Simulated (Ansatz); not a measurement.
# Where Mg_Rb puts its levels in the gap of Rb2MgCl4 (I4/mmm)

Charge states of Mg_Rb in Rb2MgCl4 (I4/mmm), set against the band edges. Model: a cell of 56 host atoms with 1 Rb taken out and 1 Mg put in.

Main program and level: Ansatz 0.2.0; place-levels on PBEsol runs: charge-transition levels and formation energies with image-charge correction and potential alignment at the atomic sites.

## (1) Set-up

The cell holds 56 atoms: 15 Rb, 9 Mg and 32 Cl. Cell: a = 9.932 Å, b = 9.932 Å, c = 16.039 Å, α = 90.0°, β = 90.0°, γ = 90.0°. It derives from Rb2MgCl4 (space group I4/mmm). Nearest the centre at fractional (0.500, 0.500, 0.358): Mg43 at 0.00 Å, Cl49 at 3.24 Å, Cl26 at 3.37 Å, Cl41 at 3.37 Å, Cl54 at 3.37 Å, Cl55 at 3.37 Å, Cl10 at 3.52 Å, Cl24 at 3.52 Å.

Screening for the image-charge correction: ε∞ = (2.67, 2.67, 2.63), ε0 = (8.83, 8.83, 5.58), from a response run on this crystal (DFPT, PBEsol) at that run's own cell.

The cell's shortest repeat is 9.9 Å.

## (2) The runs of each charge state

A transition level is the Fermi level at which two charge states cost the same, so each charge needs its own total energy, at its own relaxed structure.

Each atom starts 0.05 Å or so off its site in a random direction: a symmetric start keeps its symmetry, and would miss off-centre moves and Jahn–Teller distortions. Forces are taken at one point at (¼, ¼, ¼). The cell holds 1 electron fewer than the neutral one, with a uniform background that keeps it neutral on the whole.

The sampling was tested on the host first: at the k-points planned (1x1x1 shifted 0.25 0.25 0.25) its energy lies 0.000 eV an atom from the dense-mesh value, under the bound of 0.02 eV set for this test; that bounds the host's error, not the defect's.

One of the inputs; charge, spin and start change from state to state.

File qp1.relax/input.yaml:

```yaml
crystal:
  lattice:
    - [9.93181927, 0.0, 0.0]
    - [0.0, 9.93181927, 0.0]
    - [0.0, 0.0, 16.0392122]
  atoms:
    - { symbol: Rb, position: [0.0, 0.0, 0.35751058] }
    - { symbol: Rb, position: [0.25, 0.25, 0.85751058] }
[... 1 atom line left out ...]
    - { symbol: Rb, position: [0.25, 0.25, 0.14248942] }
[... 1 atom line left out ...]
    - { symbol: Mg, position: [0.25, 0.25, 0.5] }
[... 3 atom lines left out ...]
    - { symbol: Cl, position: [0.25, 0.25, 0.3446675] }
[... 7 atom lines left out ...]
    - { symbol: Rb, position: [0.25, 0.75, 0.14248942] }
[... 1 atom line left out ...]
    - { symbol: Mg, position: [0.25, 0.75, 0.5] }
[... 3 atom lines left out ...]
    - { symbol: Cl, position: [0.25, 0.75, 0.3446675] }
[... 1 atom line left out ...]
    - { symbol: Cl, position: [0.25, 0.5, 0.5] }
[... 2 atom lines left out ...]
    - { symbol: Rb, position: [0.5, 0.0, 0.35751058] }
[... 2 atom lines left out ...]
    - { symbol: Rb, position: [0.75, 0.25, 0.14248942] }
[... 1 atom line left out ...]
    - { symbol: Mg, position: [0.75, 0.25, 0.5] }
[... 3 atom lines left out ...]
    - { symbol: Cl, position: [0.75, 0.25, 0.3446675] }
[... 2 atom lines left out ...]
    - { symbol: Cl, position: [0.5, 0.25, 0.5] }
[... 1 atom line left out ...]
    - { symbol: Mg, position: [0.5, 0.5, 0.35751058] }
[... 1 atom line left out ...]
    - { symbol: Rb, position: [0.5, 0.5, 0.64248942] }
    - { symbol: Rb, position: [0.75, 0.75, 0.14248942] }
[... 1 atom line left out ...]
    - { symbol: Mg, position: [0.75, 0.75, 0.5] }
    - { symbol: Cl, position: [0.5, 0.5, 0.1553325] }
[... 2 atom lines left out ...]
    - { symbol: Cl, position: [0.75, 0.75, 0.3446675] }
[... 1 atom line left out ...]
    - { symbol: Cl, position: [0.75, 0.5, 0.5] }
    - { symbol: Cl, position: [0.5, 0.75, 0.5] }
    - { symbol: Cl, position: [0.75, 0.5, 0.0] }
  host:
    repeats: [2, 2, 1]
    atoms:
      - { symbol: Rb, position: [0.0, 0.0, 0.35751058] }
      - { symbol: Rb, position: [0.5, 0.5, 0.85751058] }
      # ... 12 more atoms of the perfect host
total_charge: 1
basis:
  ecutwfc: 420
  xc_grid: 2
hamiltonian:
  xc: pbesol
kpoints:
  mp_grid: { grid: [1, 1, 1], shift: [0.25, 0.25, 0.25] }
scf:
  occupations: { method: fixed }
  max_iter: 80
output:
  forces: true
  charged_corrections:
    epsilon: [2.67, 2.67, 2.63]
    static_epsilon: [8.83, 8.83, 5.58]
    defect_position: [0.5, 0.5, 0.357511]
relax:
  f_tol: 0.02
  max_steps: 80
  random_displacement: { amplitude: 0.05, seed: 8247 }
checkpoint:
  write: "../qp1.relax.run"
  compress: false
  write_wavefunctions: true
  write_every: 100000
```

Started as:

```bash
$ ansatz run input.yaml --threads 4 --pin off --max-ram 7536MiB --backend cpu --events-out ev --progress --plain --runs-dir out
```

Defect states can disperse in a cell of this size, so the energy is taken again at a 2×2×2 shifted mesh, on the relaxed structure.

The run of this state that the levels use, under PBEsol:

File qp1.point/input.yaml:

```yaml
crystal:
  checkpoint: "../qp1.relax.run"
  host: checkpoint
total_charge: 1
basis:
  ecutwfc: 420
  xc_grid: 2
hamiltonian:
  xc: pbesol
kpoints:
  mp_grid: { grid: [2, 2, 2], shift: [0.5, 0.5, 0.5] }
scf:
  occupations: { method: fermi_dirac, width: 0.01 }
  max_iter: 80
output:
  forces: true
  eigenvalues: true
  charged_corrections:
    epsilon: [2.67, 2.67, 2.63]
    static_epsilon: [8.83, 8.83, 5.58]
    defect_position: [0.5, 0.5, 0.357511]
  eigenstates: { localisation: true }
  populations: true
  band_densities: [{ bands: [v1, v1] }, { bands: [c1, c1] }]
  write_density: true
  write_potential: true
  volumetric_format: npy
checkpoint:
  read: "../qp1.relax.run"
  write: "../qp1.point.run"
  compress: false
  write_wavefunctions: false
  write_every: 100000
```

Relaxations under PBEsol at one point at (¼, ¼, ¼); times on 4 threads of Arm Neoverse V1, shared host:

| charge | moment (μB) | occupations | outcome | steps | largest displacement against the far atoms (Å) | time |
| --- | --- | --- | --- | --- | --- | --- |
| 0 | 1 | fixed | converged | 17 | 0.89 | 11 min |
| +1 | 0 | fixed | converged | 23 | 1.35 | 6 min |

Single points under PBEsol at a 2×2×2 shifted mesh; times on 4 threads of Arm Neoverse V1, shared host:

| charge | moment (μB) | occupations | outcome | time |
| --- | --- | --- | --- | --- |
| 0 | 1 | fermi-dirac | converged | 4.8 min |
| +1 | 0 | fermi-dirac | converged | 2.2 min |

Distances (Å) from Mg43 to the nearest atoms after relaxation with PBEsol:

| charge | moment (μB) | 1. | 2. | 3. | 4. | 5. | 6. |
| --- | --- | --- | --- | --- | --- | --- | --- |
| 0 | 1 | Cl 2.61 | Cl 2.61 | Cl 2.72 | Cl 3.39 | Cl 3.42 | Cl 3.53 |
| +1 | 0 | Cl 2.35 | Cl 2.57 | Cl 2.58 | Cl 2.63 | Cl 2.72 | Cl 2.73 |

## (3) Placing the levels, PBEsol

A charged cell interacts with its images and the background, and its potential has another zero than the host's. place-levels removes the first by a point-charge model, screened by the static dielectric constant since the ions have relaxed around the charge, and the second by comparing potentials at atoms far from the defect.

The host is a run of the defect-free crystal in the same cutoffs, grids and k-points, so that basis and sampling errors cancel in part in the differences. Its band edges come from a run of the primitive cell that searches the zone for them. The host is run in a cell of 14 atoms on a matching mesh. Chemical potentials are energies per atom of Rb (bcc) and Mg (hcp), run with the same functional and cutoff.

File levels.point.yaml:

```yaml
host:
  run: host.point.run
  levels_from: { run: edges.point.run }
states: [q0_M1.point.run, qp1.point.run]
geometry_from:
  q0_M1.point.run: q0_M1.relax.run
  qp1.point.run: qp1.relax.run
  host.point.run: host.relax.run
chemical_potentials:
  Rb:
    energy: -3216.989095
    dataset: "<sha256 of the dataset>"
  Mg:
    energy: -1912.053531
    dataset: "<sha256 of the dataset>"
epsilon: [2.67, 2.67, 2.63]
static_epsilon: [8.83, 8.83, 5.58]
vertical:
  - { from: qp1.point.run, to: qp1.point_neutral.run }
```

Started as:

```bash
$ ansatz place-levels levels.point.yaml -- --threads 4 --pin off --max-ram 7536MiB
```

Numbers of over 12 decimals in the logs are rounded to 6 here.

Output:

```text
[... repeated set-up lines and file paths are left out, and long positions are rounded to six places ...]
(+1/0) 4.336 eV above the valence edge, 0.512 eV under the conduction edge
formation energy of charge +1: -1.292 eV with the Fermi level at the valence edge
formation energy of charge 0: +3.044 eV with the Fermi level at the valence edge
vertical +1 to 0: no energy, since no alignment is typed
  the change from vertical[0].from (qp1.point.run) to vertical[0].to (qp1.point_neutral.run): by its potential at epsilon [2.67, 2.67, 2.63] it stands at 0.499 0.449 0.027, with an rms radius of about 7.3 Å (3.2 3.0 5.8 Å across the planes of the cell's [...]
  edges by pbesol of host.levels_from (edges.point.run), its mesh sampled to repeats of 39.73 Å (the valence edge +0.055 eV and the conduction edge -0.519 eV from those of the host's own run), gap 4.848 eV; the host is sampled to repeats of 28.09 Å
  the defect's cells are sampled to repeats of 28.09 Å, like sampling
  charge +1: -99521.6610 eV with its correction of -0.029 eV, at epsilon [8.83, 8.83, 5.58], aligned at sites: -0.2120 eV, mean over 37 atomic sites at or beyond 4.97 Å from the defect at [0.5000, 0.5000, 0.3575], with +0.000000 for the charge's moments and [...]
  charge 0: +0.000 eV for its dipole among its images, +0.078 omitted
  of states[1] (qp1.point.run): it parts from the run at its places by a charge that spreads by about 5.8 Å along one vector (2.8 Å or more is wide), by its potential at epsilon [2.67, 2.67, 2.63], taken for that of held ions (one typed too small widens it), [...]
  of states[0] (q0_M1.point.run): its alignment with the host at atomic sites is doubtful: the mean over the far sites moves by -0.0659 eV from their farther parts to their nearer, more than 0.05 eV. [...]
  of vertical[0].from (qp1.point.run): it parts from the run at its places by a charge that spreads by about 5.8 Å along one vector (2.8 Å or more is wide), by its potential at epsilon [2.67, 2.67, 2.63], taken for that of held ions (one typed too small [...]
```

It took 0.25 s on 4 threads of Arm Neoverse V1, shared host.

Levels between the charges placed, in eV above the valence top:

|  | gap (eV) | (+1/0) |
| --- | --- | --- |
| PBEsol | 4.85 | 4.34 |

Corrections by state:

| charge | moment (μB) | image terms and alignment (eV) | band filling (eV) | ε used | over the lowest of its charge, as the program ranks them, band filling apart (eV) |
| --- | --- | --- | --- | --- | --- |
| +1 | 0.0 | -0.029 | - | principal values (5.58, 8.83, 8.83) | 0.000 |
| 0 | 1.0 | 0.000 | - | - | 0.000 |

The charged structures listed were also run neutral, and place-levels reads from each pair, by the potential or the spins, how wide the charge is by which they differ; that can be the carrier of either run.

| charge | rms radius (Å) | spread where it is widest against the cell (Å) | wide from (Å) | reading |
| --- | --- | --- | --- | --- |
| +1 | 7.3 | 5.81 | 2.78 | wide |

The neutral runs of these pairs need not share the spin of the lowest neutral state, and very wide values only mean spread over the cell.

From the program's caveats on the states, each cut to its opening words:

- charge +1: it parts from the run at its places by a charge that spreads by about 5.8 Å along one vector (2.8 Å or more is wide), by its potential at epsilon [2.67, 2.67, [...]
- charge +1: its alignment with the host at atomic sites is doubtful: the mean over the far sites moves by +0.2488 eV from their farther parts to their nearer, more than [...]
- charge 0 (1 μB): its alignment with the host at atomic sites is doubtful: the mean over the far sites moves by -0.0659 eV from their farther parts to their nearer, more than [...]
- charge 0 (1 μB): the far atoms show a dipole or second moment of the defect's charge, for which the correction takes or leaves out 0.078 eV: further moments aren't read, and [...]
- charge 0 (1 μB): flagged: stability check not made

Chemical potentials of the elements' reference phases, run alike. Formation energies (elemental references), with the Fermi level at the valence top and at the conduction bottom (gap 4.85 eV):

| charge | at valence top (eV) | at conduction bottom (eV) | correction included (eV) |
| --- | --- | --- | --- |
| +1 | -1.29 | 3.56 | -0.03 |
| 0 | 3.04 | 3.04 | 0.00 |

| Fermi level (eV) | lowest formation energy (eV) |
| --- | --- |
| 0.00 | -1.29 |
| 0.44 | -0.85 |
| 0.88 | -0.41 |
| 1.32 | 0.03 |
| 1.76 | 0.47 |
| 2.20 | 0.91 |
| 2.65 | 1.35 |
| 3.09 | 1.79 |
| 3.53 | 2.23 |
| 3.97 | 2.68 |
| 4.41 | 3.04 |
| 4.85 | 3.04 |

## (4) The same at the relaxations' own k-points

The relaxations' own energies give the levels at their sampling, for comparison.

File levels.relax_mesh.yaml:

```yaml
host:
  run: host.relax.run
  levels_from: { run: edges.relax.run }
states: [q0_M1.relax.run, qp1.relax.run]
chemical_potentials:
  Rb:
    energy: -3216.989095
    dataset: "<sha256 of the dataset>"
  Mg:
    energy: -1912.053531
    dataset: "<sha256 of the dataset>"
```

Started as:

```bash
$ ansatz place-levels levels.relax_mesh.yaml -- --threads 4 --pin off --max-ram 7536MiB
```

Output:

```text
(+1/0) 4.336 eV above the valence edge, 0.512 eV under the conduction edge
formation energy of charge +1: -1.292 eV with the Fermi level at the valence edge
formation energy of charge 0: +3.044 eV with the Fermi level at the valence edge
  edges by pbesol of host.levels_from (edges.relax.run), its mesh sampled to repeats of 39.73 Å (the valence edge +0.055 eV and the conduction edge -0.518 eV from those of the host's own run), gap 4.848 eV; the host is sampled to repeats of 14.05 Å
[... the lines on each state left out ...]
```

Wall time 0.12 s (4 threads).

Levels between neighbouring charges, in eV above the valence top:

|  | gap (eV) | (+1/0) |
| --- | --- | --- |
| one point at (¼, ¼, ¼) | 4.85 | 4.34 |
| a 2×2×2 shifted mesh | 4.85 | 4.34 |

Going from one point at (¼, ¼, ¼) to a 2×2×2 shifted mesh moves the levels that carry no band-filling term by up to 0.00 eV and formation energies against the elements by up to 0.00 eV.

## (5) Outcome

```json
{
 "gap of the host": "4.85 eV (PBEsol)",
 "level (plus 1/0)": "4.34 eV above the valence top",
 "lowest of the charges placed, just above the valence top (0.02 eV)": "+1",
 "lowest of the charges placed, just below the conduction bottom (0.02 eV)": "0",
 "lowest formation energy at mid-gap of the charges run, elemental references": "1.13 eV"
}
```

**Reading.** Of the charges placed (0 and +1), the lowest changes at 4.34 eV (+1/0) above the valence top, in a gap of 4.85 eV. Charges above +1 and below 0 were not placed, so these runs say nothing of levels that involve them. States placed: +1 at 0 μB; 0 at 1 μB. Other spin states or structures, where not listed, weren't placed. At charge 0 and +1 the atom put in ends up to 1.1 Å from its starting place, so the name tells the start alone and the levels can join different sites. Going from one point at (¼, ¼, ¼) to a 2×2×2 shifted mesh moves the levels that carry no band-filling term by up to 0.00 eV and formation energies against the elements by up to 0.00 eV. The program doubts the alignment of potentials for at least one state, a sign that the cell is small. Limits: PBEsol makes the gap too small and tends to spread out bound carriers; where a gas molecule sets a chemical potential or the host's formation energy, its binding is uncorrected.

[Logs are printed without paths, hosts, clocks, repeated set-up lines and the standing remarks that a program may print on its own settings, such as how far it seeks lower states.]

[Hosts, paths, dates, database ids (printed as entryN), source tags and the programs' standing remarks are cut or masked in the printed files.]

[Where a table of states has a column of steps, it counts the stored structures, which are thinned; the runs took as many ionic steps or more.]

[A defect's name tells the site on which it was built; relaxed atoms can leave that site.]

[For some hosts the program warned that the k-mesh of the response run may be too coarse for force constants and the static dielectric constant; such warnings are not shown here.]
